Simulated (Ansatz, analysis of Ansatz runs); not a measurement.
# Li2CdCl4 (Imma), nudged elastic band: V_Li hop (4.4 Å) (q = −1), part 2 of 2

Aim: the barrier of one jump in Li2CdCl4 (Imma) at charge −1: V_Li hop (4.4 Å). The model is a cell of 56 host atoms with 1 Li taken out; Li is the atom that moves.

Ansatz 0.2.0; plane-wave PAW DFT, HSE06; nudged elastic band between two relaxed defect structures at fixed charge in a uniform background.

So far, barrier forward (eV): step 4 (nudged elastic band, charge −1) 0.105.

**5. Single point at the start point, PBEsol**

Three single points with PBEsol show how much the barrier depends on that choice; lattice and path are kept. The start is shown; top and end are run alike.

This step: plane-wave PAW DFT, PBEsol; single point of a defect supercell on a structure of the HSE06 path.

Input file qm1.start.pbesol/input.yaml:

```yaml
crystal:
  lattice:
    - [0.0, 7.62069283, 10.46883193]
    - [7.38022985, 0.0, 10.46883193]
    - [7.38022985, 7.62069283, 0.0]
  atoms:
    - { symbol: Li, position: [0.19638071, 0.44513139, 0.05416668] }
    - { symbol: Li, position: [0.69633294, 0.94582756, 0.55366306] }
[... 2 atom lines left out ...]
    - { symbol: Li, position: [0.37326975, 0.87684323, 0.87945979] }
[... 9 atom lines left out ...]
    - { symbol: Li, position: [0.80167166, 0.55543216, 0.94824081] }
[... 2 atom lines left out ...]
    - { symbol: Cd, position: [0.49898547, 0.50170394, 0.005299] }
    - { symbol: Cd, position: [0.74683292, 0.74632609, 0.25412801] }
[... 2 atom lines left out ...]
    - { symbol: Cd, position: [0.49718102, -0.00392016, 0.00316611] }
    - { symbol: Cd, position: [0.74570038, 0.25577284, 0.25067759] }
[... 2 atom lines left out ...]
    - { symbol: Cl, position: [0.64366748, 0.61208801, 0.38829171] }
[... 6 atom lines left out ...]
    - { symbol: Cl, position: [0.36203065, 0.89393622, 0.10616623] }
[... 3 atom lines left out ...]
    - { symbol: Cl, position: [0.50010593, 0.49439066, 0.25015509] }
[... 5 atom lines left out ...]
    - { symbol: Cl, position: [0.75205171, 0.7519705, 0.99891849] }
[... 3 atom lines left out ...]
    - { symbol: Cl, position: [0.88394545, 0.36326191, 0.13527003] }
[... 6 atom lines left out ...]
    - { symbol: Cl, position: [0.61487209, 0.63177031, 0.86653546] }
    - { symbol: Cl, position: [0.86220349, 0.87895755, 0.1218973] }
total_charge: -1
basis:
  ecutwfc: 420
  xc_grid: 2
hamiltonian:
  xc: pbesol
kpoints:
  mp_grid: { grid: [1, 1, 1], shift: [0.25, 0.25, 0.25] }
scf:
  occupations: { method: fixed }
  max_iter: 120
output:
  forces: true
  eigenvalues: true
checkpoint:
  write: "../qm1.start.pbesol.run"
  compress: false
  write_wavefunctions: false
  write_every: 100000
```

Command:

```sh
$ ansatz run input.yaml --threads 32 --pin off --max-ram 84787MiB --backend cuda --events-out ev --progress --plain --runs-dir out --max-vram 78GiB
```

Wall time 1.7 s (1 × NVIDIA GB200 with 32 threads of Arm Neoverse V2, shared host); peak memory 1.4 GiB.

This step gave:

```yaml
free_energy: -102540.5462 eV
```

**6. Barrier from single points, PBEsol**

Analysis of the runs above: barrier from PBEsol single points on the HSE06 path.

It gives:

| Quantity | Value |
| --- | --- |
| barrier forward | 0.07930 eV |
| barrier backward | 0.07957 eV |
| end less start | -2.72e-4 eV |

This gives 0.079 eV against the band's 0.105 eV.

**7. Single point at the top of the path, HSE06**

A single point at the top of the band gives the levels near the gap and the populations there.

This step: plane-wave PAW DFT, HSE06; single point of a defect supercell on a structure of the HSE06 path.

Input file qm1.top.probe/input.yaml:

```yaml
crystal:
  lattice:
    - [0.0, 7.62069283, 10.46883193]
    - [7.38022985, 0.0, 10.46883193]
    - [7.38022985, 7.62069283, 0.0]
  atoms:
    - { symbol: Li, position: [0.1953358, 0.44540575, 0.05637976] }
    - { symbol: Li, position: [0.69391542, 0.94687913, 0.5549432] }
[... 2 atom lines left out ...]
    - { symbol: Li, position: [0.37835752, 0.87212643, 0.87187937] }
[... 9 atom lines left out ...]
    - { symbol: Li, position: [0.53409621, 0.66605053, 1.21613199] }
[... 2 atom lines left out ...]
    - { symbol: Cd, position: [0.50291151, 0.50211773, -0.00522699] }
    - { symbol: Cd, position: [0.75241686, 0.74968935, 0.24774223] }
[... 2 atom lines left out ...]
    - { symbol: Cd, position: [0.50282293, -0.00057495, -0.00216695] }
    - { symbol: Cd, position: [0.75582959, 0.24936442, 0.24731463] }
[... 2 atom lines left out ...]
    - { symbol: Cl, position: [0.63923988, 0.61677729, 0.38249906] }
[... 6 atom lines left out ...]
    - { symbol: Cl, position: [0.36784771, 0.888249, 0.11100284] }
[... 3 atom lines left out ...]
    - { symbol: Cl, position: [0.50164716, 0.49685088, 0.24863797] }
[... 5 atom lines left out ...]
    - { symbol: Cl, position: [0.74493778, 0.75401571, 1.00569178] }
[... 3 atom lines left out ...]
    - { symbol: Cl, position: [0.88359127, 0.3604287, 0.14401832] }
[... 6 atom lines left out ...]
    - { symbol: Cl, position: [0.60642253, 0.63742026, 0.86706519] }
    - { symbol: Cl, position: [0.86489439, 0.88312109, 0.11788643] }
total_charge: -1
basis:
  ecutwfc: 420
  xc_grid: 2
hamiltonian:
  xc: hse06
kpoints:
  mp_grid: { grid: [1, 1, 1], shift: [0.25, 0.25, 0.25] }
scf:
  occupations: { method: fixed }
  max_iter: 120
output:
  forces: true
  eigenvalues: true
  eigenstates: { localisation: true }
  populations: true
  write_density: true
  write_potential: true
  volumetric_format: npy
  elf: true
checkpoint:
  write: "../qm1.top.probe.run"
  compress: false
  write_wavefunctions: false
  write_every: 100000
```

It took 7.9 s on 1 × NVIDIA GB200 with 32 threads; peak memory 2.4 GiB.

Numbers from this step:

```yaml
free_energy: -103782.7817 eV
```

From eigenstates.tsv, first k-point; energies on the run's zero. The participation number counts the atoms that a state is spread over, of 55; bands count from 0.

```tsv
spin	band	energy (eV)	occupation	participation	largest share on	share
both	209	1.402	2.00	20.8	Cl54	0.12
both	210	1.447	2.00	22.7	Cl32	0.09
both	211	1.490	2.00	22.2	Cl27	0.10
both	212	1.514	2.00	22.9	Cl48	0.11
both	213	1.567	2.00	17.0	Cl47	0.18
both	214	1.623	2.00	24.2	Cl54	0.12
both	215	7.098	0.00	33.1	Cd19	0.05
both	216	7.583	0.00	29.1	Cd20	0.06
both	217	8.165	0.00	24.7	Cd19	0.10
both	218	8.178	0.00	22.6	Cd17	0.12
both	219	8.267	0.00	23.9	Cd22	0.09
```

Under HSE06 at one point at (¼, ¼, ¼), the highest filled state is spread over 24 of 55 atoms, and the lowest empty one, 5.47 eV above it, is spread over 33 of 55 atoms.

The distance between the highest filled and the lowest empty level goes from 5.44 eV at the start to 5.47 eV at the top.

**8. Results**

| Property | Result |
| --- | --- |
| barrier forward | 0.10 eV (in doubt, see below) |
| barrier backward | 0.11 eV |
| end less start | 0.00 eV |
| hop length | 4.27 Å |
| band iterations, as the log counts them | 4 |
| barrier from single points, PBEsol | 0.08 eV (in doubt, see below) |

The top of the band lies 0.10 eV above the start and 0.11 eV above the end, which are alike in energy and neighbours. The path has 2 maxima, and only the highest was climbed; it lies 0.06 eV above the dip at image 2. In at least one step between neighbouring images a covalent bond changes partner or an atom goes far. The images sample such a step coarsely, so the top may lie higher. Across functionals on this path (HSE06 0.105 and PBEsol 0.079 eV) the forward values spread by 0.025 eV. The order of the top as a saddle was not checked for all atoms, so a bent path could be lower. No image-charge correction is applied; it largely cancels along a path if the charge stays localised alike. Limits: one k-point off the zone centre stands for the whole zone; spin–orbit coupling, which can matter with heavy atoms, is left out.

[Logs are printed without paths, hosts, clocks, repeated set-up lines and the standing remarks that a program may print on its own settings, such as how far it seeks lower states.]

[Hosts, paths, dates, database ids (printed as entryN), source tags and the programs' standing remarks are cut or masked in the printed files.]
